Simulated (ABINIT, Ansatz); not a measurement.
## ZrSe3 (P2_1/m): G0W0 on several meshes in ABINIT

How does the mesh move the gap of ZrSe3 (P2_1/m)?

Main program and level: ABINIT 10.8.3; PBEsol and many-body steps on it, plane waves.

## Step 1: Starting point

Symmetry: P2_1/m, No. 11, monoclinic system. The conventional cell has a = 5.411 Å, b = 3.749 Å, c = 9.444 Å, α = 90.00°, β = 97.48°, γ = 90.00°. Zr has 8 Se at 2.72 to 2.87 Å nearest. Nearest to Se lie 4 Zr at 2.72 to 2.87 Å. Nearest to Se lie 1 Se at 2.34 Å and 2 Zr at 2.73 Å. Nearest to Se lie 1 Se at 2.34 Å and 2 Zr at 2.74 Å. Farther neighbours and most contacts between anions are not listed.

As a file:

```cif
data_structure
_symmetry_space_group_name_H-M 'P 1'
_symmetry_Int_Tables_number 1
_cell_length_a 5.4109
_cell_length_b 3.7488
_cell_length_c 9.4440
_cell_angle_alpha 90.000
_cell_angle_beta 97.480
_cell_angle_gamma 90.000
_cell_volume 189.94
loop_
_atom_site_label
_atom_site_type_symbol
_atom_site_fract_x
_atom_site_fract_y
_atom_site_fract_z
_atom_site_occupancy
Zr1 Zr 0.28500 0.25000 0.65600 1
Zr2 Zr 0.71500 0.75000 0.34400 1
Se3 Se 0.76200 0.25000 0.55400 1
Se4 Se 0.23800 0.75000 0.44600 1
Se5 Se 0.45600 0.25000 0.17400 1
Se6 Se 0.54400 0.75000 0.82600 1
Se7 Se 0.88800 0.25000 0.16900 1
Se8 Se 0.11200 0.75000 0.83100 1
```

The cell and positions come from the Crystallography Open Database and are kept as given unless a step says otherwise.

## Step 2: Empty states on the mesh, 2×4×1 mesh, 336 bands

This step: ABINIT 10.8.3; DFT, PBEsol, plane waves, norm-conserving pseudopotentials.

The sums over transitions need many empty states on a uniform mesh; this step solves for them.

run.abi reads:

```
acell 3*1.0 Angstrom
rprim 
  5.410900000000 -0.000000000000 -0.000000000000
  -0.000000000000 3.748800000000 0.000000000000
  -1.229420909100 0.000000000000 9.363634990100
ntypat 2
znucl 40 34
natom 8
typat 1 1 2 2 2 2 2 2
xred 
  0.285000000000 0.250000000000 0.656000000000
  0.715000000000 0.750000000000 0.344000000000
  0.762000000000 0.250000000000 0.554000000000
  0.238000000000 0.750000000000 0.446000000000
  0.456000000000 0.250000000000 0.174000000000
  0.544000000000 0.750000000000 0.826000000000
  0.888000000000 0.250000000000 0.169000000000
  0.112000000000 0.750000000000 0.831000000000
pp_dirpath "pseudos"
pseudos "Zr.upf, Se.upf"
ecut 48
ngkpt 2 4 1
nshiftk 1
shiftk 0 0 0
kptopt 1
chksymbreak 0
iscf -2
irdden 1
istwfk *1
nband 336
nbdbuf 30
tolwfr 1e-09
nstep 60
prtvol 0
indata_prefix "in"
outdata_prefix "out"
tmpdata_prefix "tmp"
```

Run with:

```bash
OMP_NUM_THREADS=1 mpirun -n 4 abinit run.abi > log
```

Numbers of over 12 decimals in the logs are rounded to 6 here.

The log of the run:

```text
.Version 10.8.3 of ABINIT. v10.8.2 released Aug 2026.

 Symmetries : space group P2_1/m (# 11); Bravais mP (primitive monocl.)
[... echo of the input left out ...]
== DATASET  1 ==================================================================
-   mpi_nproc: 4, omp_nthreads: 1 (-1 if OMP is not activated)

--- !DatasetInfo
iteration_state: {dtset: 1, }
dimensions: {natom: 8, nkpt: 6, mband: 336, nsppol: 1, nspinor: 1, nspden: 1, mpw: 20400, }
cutoff_energies: {ecut:  48.0, pawecutdg:  -1.0, }
[...]
2.36335    2.36590    2.37432    2.38219    2.38411    2.39153    2.39483    2.41334
   2.42953    2.43613    2.43761    2.44521    2.44819    2.46247    2.47284    2.48925
 prteigrs : prtvol=0 or 1, do not print more k-points.

== END DATASET(S) ==============================================================
================================================================================

 -outvars: echo values of variables after computation  --------
            nband         336
             nkpt           6
          spgroup          11
 [... the other variables as echoed above ...]

 Calculation completed.
```

The job ended after 16 min (4 MPI ranks of Arm Neoverse V1, shared host; peak memory 1.2 GiB).

Numbers from this step:

```yaml
gap: 0.3157 eV
k_of_the_valence_top: 0, 0, 0
k_of_the_conduction_bottom: 0.5, 0, 0
least_direct_gap: 0.6242 eV
k_points_computed: 6
lowest_point_of_the_top_converged_band_above_the_valence_top: 55.2013 eV
```

On this mesh the gap is 0.316 eV.

The density comes from a self-consistent run that is not shown.

## Step 3: Screening, 2×4×1 mesh, 174 bands, screening to 98 eV

The RPA dielectric matrix is built and inverted for each q.

This step: RPA screening on PBEsol, plane waves, norm-conserving pseudopotentials.

Edit run.abi of step 2 so:

```diff
@@ -26,10 +26,11 @@
 chksymbreak 0
-iscf -2
-irdden 1
 istwfk *1
-nband 336
-nbdbuf 30
-tolwfr 1e-09
-nstep 60
-prtvol 0
+occopt 1
+irdwfk 1
+optdriver 3
+nband 174
+ecuteps 3.6
+inclvkb 2
+awtr 1
+symchi 1
 indata_prefix "in"
```

The log of the run:

```text
.Version 10.8.3 of ABINIT. v10.8.2 released Aug 2026.

 Symmetries : space group P2_1/m (# 11); Bravais mP (primitive monocl.)
[... echo of the input left out ...]
== DATASET  1 ==================================================================
-   mpi_nproc: 4, omp_nthreads: 1 (-1 if OMP is not activated)

--- !DatasetInfo
iteration_state: {dtset: 1, }
dimensions: {natom: 8, nkpt: 6, mband: 174, nsppol: 1, nspinor: 1, nspden: 1, mpw: 20400, }
cutoff_energies: {ecut:  48.0, pawecutdg:  -1.0, }
electrons: {nelect:   1.68000000E+02, charge:   0.00000000E+00, occopt:   1.00000000E+00, tsmear:   1.00000000E-02, }

 SCREENING: Calculation of the susceptibility and dielectric matrices

 Based on a program developped by R.W. Godby, V. Olevano, G. Onida, and L. Reining.
 Incorporated in ABINIT by V. Olevano, G.-M. Rignanese, and M. Torrent.
.Using double precision arithmetic ; gwpc =  8

[... cell and pseudopotentials left out ...]
--------------------------------------------------------------------------------

 ==== K-mesh for the wavefunctions ====
 Number of points in the irreducible wedge :     6
[... list of points left out ...]
 Together with  4 symmetry operations and time-reversal symmetry
 yields     8 points in the full Brillouin Zone.

 ==== Q-mesh for the screening function ====
 Number of points in the irreducible wedge :     6
[... list of points left out ...]
 Together with  4 symmetry operations and time-reversal symmetry
 yields     8 points in the full Brillouin Zone.

 setmesh: FFT mesh size selected  =    45x   30x   72
          total number of points  =        97200

 vcoul_init : cutoff-mode = AUXILIARY_FUNCTION
 q-points for optical limit:   1
     1)      0.000010    0.000020    0.000030

- screening: taking advantage of time-reversal symmetry
- Maximum band index for partially occupied states nbvw = 84
- Remaining bands to be divided among processors   nbcw = 90
- Number of bands treated by each node ~22

 Number of electrons calculated from density =  168.0000; Expected =  168.0000
 average of density, n =  0.131071
 r_s =    1.2212
 omega_plasma =   34.9228 [eV]

 calculating chi0 at frequencies [eV] :
  1    0.000000E+00    0.000000E+00
  2    0.000000E+00    3.492278E+01

--------------------------------------------------------------------------------
  q-point number  1        q = ( 0.000000, 0.000000, 0.000000) [r.l.u.]
--------------------------------------------------------------------------------
[... chi0 elements left out ...]
 For q-point:  0.000010 0.000020 0.000030
  dielectric constant =  16.3766
  dielectric constant without local fields =  19.0141

  Average fulfillment of the sum rule on Im[epsilon] for q-point    1 :     26.82  [%]
[... wings left out ...]
  q-point number  2        q = ( 0.500000, 0.000000, 0.000000) [r.l.u.]
--------------------------------------------------------------------------------
[... chi0 elements left out ...]
  Average fulfillment of the sum rule on Im[epsilon] for q-point    2 :     28.78  [%]

 [... 4 further q-points ...]
```

The job ended after 6.7 min (4 MPI ranks; peak memory 5.5 GiB).

This step gave:

```
ε∞ with local fields, on this mesh, along the program's q direction : 16.38
the same without local fields                                       : 19.01
plasma frequency                                                    : 34.92 eV
plane waves in the screening matrix                                 : 413
```

Local fields lower ε∞ by 14 %. On a Γ-centred mesh this coarse the value itself is usually too large, while a short band sum pulls it down.

## Step 4: 2×4×1

The self-energy is evaluated for the states that the input lists, and the levels follow from it, in one-shot runs by the linearised quasiparticle equation.

This step: G0W0 on PBEsol, plane waves, norm-conserving pseudopotentials.

Edit run.abi of step 3 so:

```diff
@@ -29,8 +29,17 @@
 irdwfk 1
-optdriver 3
+optdriver 4
 nband 174
+gwcalctyp 0
+ecutsigx 48
+symsigma 1
+nkptgw 2
+kptgw 
+  0.0000000000 0.0000000000 0.0000000000
+  0.5000000000 0.0000000000 0.0000000000
+bdgw 
+  83 86
+  83 86
 ecuteps 3.6
-inclvkb 2
-awtr 1
-symchi 1
+irdscr 1
+ppmodel 1
 indata_prefix "in"
```

The log of the run:

```text
.Version 10.8.3 of ABINIT. v10.8.2 released Aug 2026.

 Symmetries : space group P2_1/m (# 11); Bravais mP (primitive monocl.)
[... echo of the input left out ...]
== DATASET  1 ==================================================================
-   mpi_nproc: 4, omp_nthreads: 1 (-1 if OMP is not activated)

--- !DatasetInfo
iteration_state: {dtset: 1, }
dimensions: {natom: 8, nkpt: 6, mband: 174, nsppol: 1, nspinor: 1, nspden: 1, mpw: 20400, }
cutoff_energies: {ecut:  48.0, pawecutdg:  -1.0, }
electrons: {nelect:   1.68000000E+02, charge:   0.00000000E+00, occopt:   1.00000000E+00, tsmear:   1.00000000E-02, }

 SIGMA: Calculation of the GW corrections

 Based on a program developped by R.W. Godby, V. Olevano, G. Onida, and L. Reining.
 Incorporated in ABINIT by V. Olevano, G.-M. Rignanese, and M. Torrent.
.Using double precision arithmetic ; gwpc =  8

[... cell and pseudopotentials left out ...]
--------------------------------------------------------------------------------

 ==== K-mesh for the wavefunctions ====
 Number of points in the irreducible wedge :     6
[... list of points left out ...]
 Together with  4 symmetry operations and time-reversal symmetry
 yields     8 points in the full Brillouin Zone.

 ==== Q-mesh for screening function ====
 Number of points in the irreducible wedge :     6
[... list of points left out ...]
 Together with  4 symmetry operations and time-reversal symmetry
 yields     8 points in the full Brillouin Zone.

 vcoul_init : cutoff-mode = AUXILIARY_FUNCTION
 q-points for optical limit:   1
     1)      0.000010    0.000020    0.000030
 setmesh: FFT mesh size selected  =    72x   48x  120
          total number of points  =       414720

 Number of electrons calculated from density =  168.0000; Expected =  168.0000
 average of density, n =  0.131071
 r_s =    1.2212
 omega_plasma =   34.9228 [eV]

 === KS Band Gaps ===
  >>>> For spin  1
   Minimum direct gap =   0.6243 [eV], located at k-point      :   0.5000  0.0000  0.0000
   Fundamental gap    =   0.3158 [eV], Top of valence bands at :   0.0000  0.0000  0.0000
                                       Bottom of conduction at :   0.5000  0.0000  0.0000
 SIGMA fundamental parameters:
 PLASMON POLE MODEL  1
 number of plane-waves for SigmaX                20343
 number of plane-waves for SigmaC and W            413
 number of plane-waves for wavefunctions         20343
 number of bands                                   174
 number of independent spin polarizations            1
 number of spinorial components                      1
 number of k-points in IBZ                           6
 number of q-points in IBZ                           6
 number of symmetry operations                       4
 number of k-points in BZ                            8
 number of q-points in BZ                            8
 number of frequencies for dSigma/dE                 9
 frequency step for dSigma/dE [eV]                0.25
 number of omega for Sigma on real axis              0
 max omega for Sigma on real axis  [eV]           0.00
 zcut for avoiding poles [eV]                     0.10

 EPSILON^-1 parameters (SCR file):
 dimension of the eps^-1 matrix on file            413
 dimension of the eps^-1 matrix used               413
 number of plane-waves for wavefunctions         20343
 number of bands                                   174
 number of q-points in IBZ                           6
 number of frequencies                               2
 number of real frequencies                          1
 number of imag frequencies                          1

 matrix elements of self-energy operator (all in [eV])

 Perturbative Calculation

--- !SelfEnergy_ee
iteration_state: {dtset: 1, }
kpoint     : [   0.000,    0.000,    0.000, ]
spin       : 1
KS_gap     :    0.645
QP_gap     :    1.148
Delta_QP_KS:    0.503
data: !SigmaeeData |
     Band     E0 <VxcDFT>   SigX SigC(E0)      Z dSigC/dE  Sig(E)    E-E0       E
       83   6.381 -14.785 -16.238   2.067   0.797  -0.255 -14.296   0.489   6.870
       84   6.498 -15.013 -16.873   2.450   0.797  -0.254 -14.542   0.470   6.969
       85   7.143 -13.066  -8.340  -3.507   0.799  -0.251 -12.092   0.974   8.117
       86   7.524 -13.526  -8.092  -4.036   0.795  -0.258 -12.415   1.111   8.635

--- !SelfEnergy_ee
iteration_state: {dtset: 1, }
kpoint     : [   0.500,    0.000,    0.000, ]
spin       : 1
KS_gap     :    0.624
QP_gap     :    1.187
Delta_QP_KS:    0.563
data: !SigmaeeData |
     Band     E0 <VxcDFT>   SigX SigC(E0)      Z dSigC/dE  Sig(E)    E-E0       E
       83   6.118 -14.716 -16.651   2.422   0.797  -0.255 -14.328   0.388   6.506
       84   6.190 -14.775 -16.627   2.361   0.796  -0.256 -14.369   0.405   6.595
       85   6.814 -13.770  -9.977  -2.575   0.795  -0.258 -12.802   0.968   7.782
       86   7.154 -14.048 -10.040  -2.687   0.795  -0.258 -12.998   1.050   8.204

== END DATASET(S) ==============================================================
================================================================================

 -outvars: echo values of variables after computation  --------
           etotal      0.0000000000E+00
            nband         174
             nkpt           6
          spgroup          11
 [... the other variables as echoed above ...]

 Calculation completed.
```

Run time: 32 s. Hardware: 4 MPI ranks; peak memory 4.6 GiB.

This step gave:

```
G0W0 gap on the points computed              : 0.8130 eV
starting gap on the mesh                     : 0.3157 eV
k of the valence top                         : 0, 0, 0
k of the conduction bottom                   : 0.5, 0, 0
Z at the valence top                         : 0.797
Z at the conduction bottom                   : 0.795
least direct G0W0 gap on the computed points : 1.148 eV
```

The gap on the mesh goes from 0.32 eV to 0.81 eV, a correction of +0.50 eV.

## Step 5: Empty states on the mesh, 1×2×1 mesh, 190 bands

This step: DFT, PBEsol, plane waves, norm-conserving pseudopotentials.

Edit run.abi of step 4 so:

```diff
@@ -21,3 +21,3 @@
 ecut 48
-ngkpt 2 4 1
+ngkpt 1 2 1
 nshiftk 1
@@ -26,20 +26,10 @@
 chksymbreak 0
+iscf -2
+irdden 1
 istwfk *1
-occopt 1
-irdwfk 1
-optdriver 4
-nband 174
-gwcalctyp 0
-ecutsigx 48
-symsigma 1
-nkptgw 2
-kptgw 
-  0.0000000000 0.0000000000 0.0000000000
-  0.5000000000 0.0000000000 0.0000000000
-bdgw 
-  83 86
-  83 86
-ecuteps 3.6
-irdscr 1
-ppmodel 1
+nband 190
+nbdbuf 16
+tolwfr 1e-09
+nstep 60
+prtvol 0
 indata_prefix "in"
```

Run with:

```bash
OMP_NUM_THREADS=2 mpirun -n 2 abinit run.abi > log
```

The log of the run:

```text
.Version 10.8.3 of ABINIT. v10.8.2 released Aug 2026.

 Symmetries : space group P2_1/m (# 11); Bravais mP (primitive monocl.)
[... echo of the input left out ...]
== DATASET  1 ==================================================================
-   mpi_nproc: 2, omp_nthreads: 2 (-1 if OMP is not activated)

--- !DatasetInfo
iteration_state: {dtset: 1, }
dimensions: {natom: 8, nkpt: 2, mband: 190, nsppol: 1, nspinor: 1, nspden: 1, mpw: 20386, }
cutoff_energies: {ecut:  48.0, pawecutdg:  -1.0, }
[...]
1.29029    1.30809    1.31352    1.31385    1.32994    1.33701    1.35054    1.35082
   1.36215    1.36745    1.37008    1.37501    1.37758    1.38679    1.38937    1.40566
   1.40975    1.41325    1.42687    1.43043    1.43988    1.44690
 prteigrs : prtvol=0 or 1, do not print more k-points.

== END DATASET(S) ==============================================================
================================================================================

 -outvars: echo values of variables after computation  --------
            nband         190
             nkpt           2
          spgroup          11
 [... the other variables as echoed above ...]

 Calculation completed.
```

Elapsed: 2 min, on 2 MPI ranks; peak memory 0.38 GiB.

Numbers from this step:

```yaml
gap: 0.6444 eV
k_of_the_valence_top: 0, 0, 0
k_of_the_conduction_bottom: 0, 0, 0
least_direct_gap: 0.6444 eV
k_points_computed: 2
lowest_point_of_the_top_converged_band_above_the_valence_top: 28.46 eV
```

On this mesh the gap is 0.644 eV.

## Step 6: Screening, 1×2×1 mesh, 174 bands, screening to 98 eV

This step: RPA screening on PBEsol, plane waves, norm-conserving pseudopotentials.

Edit run.abi of step 5 so:

```diff
@@ -26,10 +26,11 @@
 chksymbreak 0
-iscf -2
-irdden 1
 istwfk *1
-nband 190
-nbdbuf 16
-tolwfr 1e-09
-nstep 60
-prtvol 0
+occopt 1
+irdwfk 1
+optdriver 3
+nband 174
+ecuteps 3.6
+inclvkb 2
+awtr 1
+symchi 1
 indata_prefix "in"
```

Run with:

```bash
OMP_NUM_THREADS=1 mpirun -n 4 abinit run.abi > log
```

The log of the run:

```text
.Version 10.8.3 of ABINIT. v10.8.2 released Aug 2026.

 Symmetries : space group P2_1/m (# 11); Bravais mP (primitive monocl.)
[... echo of the input left out ...]
== DATASET  1 ==================================================================
-   mpi_nproc: 4, omp_nthreads: 1 (-1 if OMP is not activated)

--- !DatasetInfo
iteration_state: {dtset: 1, }
dimensions: {natom: 8, nkpt: 2, mband: 174, nsppol: 1, nspinor: 1, nspden: 1, mpw: 20386, }
cutoff_energies: {ecut:  48.0, pawecutdg:  -1.0, }
electrons: {nelect:   1.68000000E+02, charge:   0.00000000E+00, occopt:   1.00000000E+00, tsmear:   1.00000000E-02, }

 SCREENING: Calculation of the susceptibility and dielectric matrices

 Based on a program developped by R.W. Godby, V. Olevano, G. Onida, and L. Reining.
 Incorporated in ABINIT by V. Olevano, G.-M. Rignanese, and M. Torrent.
.Using double precision arithmetic ; gwpc =  8

[... cell and pseudopotentials left out ...]
--------------------------------------------------------------------------------

 ==== K-mesh for the wavefunctions ====
 Number of points in the irreducible wedge :     2
[... list of points left out ...]
 Together with  4 symmetry operations and time-reversal symmetry
 yields     2 points in the full Brillouin Zone.

 ==== Q-mesh for the screening function ====
 Number of points in the irreducible wedge :     2
[... list of points left out ...]
 Together with  4 symmetry operations and time-reversal symmetry
 yields     2 points in the full Brillouin Zone.

 setmesh: FFT mesh size selected  =    45x   30x   72
          total number of points  =        97200

 vcoul_init : cutoff-mode = AUXILIARY_FUNCTION
 q-points for optical limit:   1
     1)      0.000010    0.000020    0.000030

- screening: taking advantage of time-reversal symmetry
- Maximum band index for partially occupied states nbvw = 84
- Remaining bands to be divided among processors   nbcw = 90
- Number of bands treated by each node ~22

 Number of electrons calculated from density =  168.0000; Expected =  168.0000
 average of density, n =  0.131071
 r_s =    1.2212
 omega_plasma =   34.9228 [eV]

 calculating chi0 at frequencies [eV] :
  1    0.000000E+00    0.000000E+00
  2    0.000000E+00    3.492278E+01

--------------------------------------------------------------------------------
  q-point number  1        q = ( 0.000000, 0.000000, 0.000000) [r.l.u.]
--------------------------------------------------------------------------------
[... chi0 elements left out ...]
 For q-point:  0.000010 0.000020 0.000030
  dielectric constant =  28.0232
  dielectric constant without local fields =  32.4403

  Average fulfillment of the sum rule on Im[epsilon] for q-point    1 :     26.70  [%]
[... wings left out ...]
  q-point number  2        q = ( 0.000000, 0.500000, 0.000000) [r.l.u.]
--------------------------------------------------------------------------------
[... chi0 elements left out ...]
  Average fulfillment of the sum rule on Im[epsilon] for q-point    2 :     26.71  [%]

== END DATASET(S) ==============================================================
================================================================================

 -outvars: echo values of variables after computation  --------
           etotal      0.0000000000E+00
            nband         174
             nkpt           2
          spgroup          11
 [... the other variables as echoed above ...]

 Calculation completed.
```

Elapsed: 1.8 min, on 4 MPI ranks; peak memory 2.5 GiB; 7 min of CPU time.

Numbers from this step:

* ε∞ with local fields, on this mesh, along the program's q direction: 28.02
* the same without local fields: 32.44
* plasma frequency: 34.92 eV
* plane waves in the screening matrix: 413

(Part 1 of 2 ends here.)

[Paths, hosts, dates, memory and timing lines, banners, echoed tables and standing remarks are left out of the program output.]

[Logs are printed without paths, hosts, clocks, repeated set-up lines and the standing remarks that a program may print on its own settings, such as how far it seeks lower states.]

[Runs of the session that timed out or met a known fault of the program may be left out.]

[Hosts, paths, dates, database ids (printed as entryN), source tags and the programs' standing remarks are cut or masked in the printed files.]

[G0W0 gaps are taken among the corrected bands and points alone; a level outside them can change the order at an edge.]

[Where Ansatz stands beside ABINIT at settings called matched, ABINIT's density can come from a denser mesh and the files from another edition; pairs whose starting gaps differed by over 0.03 eV were left out, so agreement reads better than it is.]
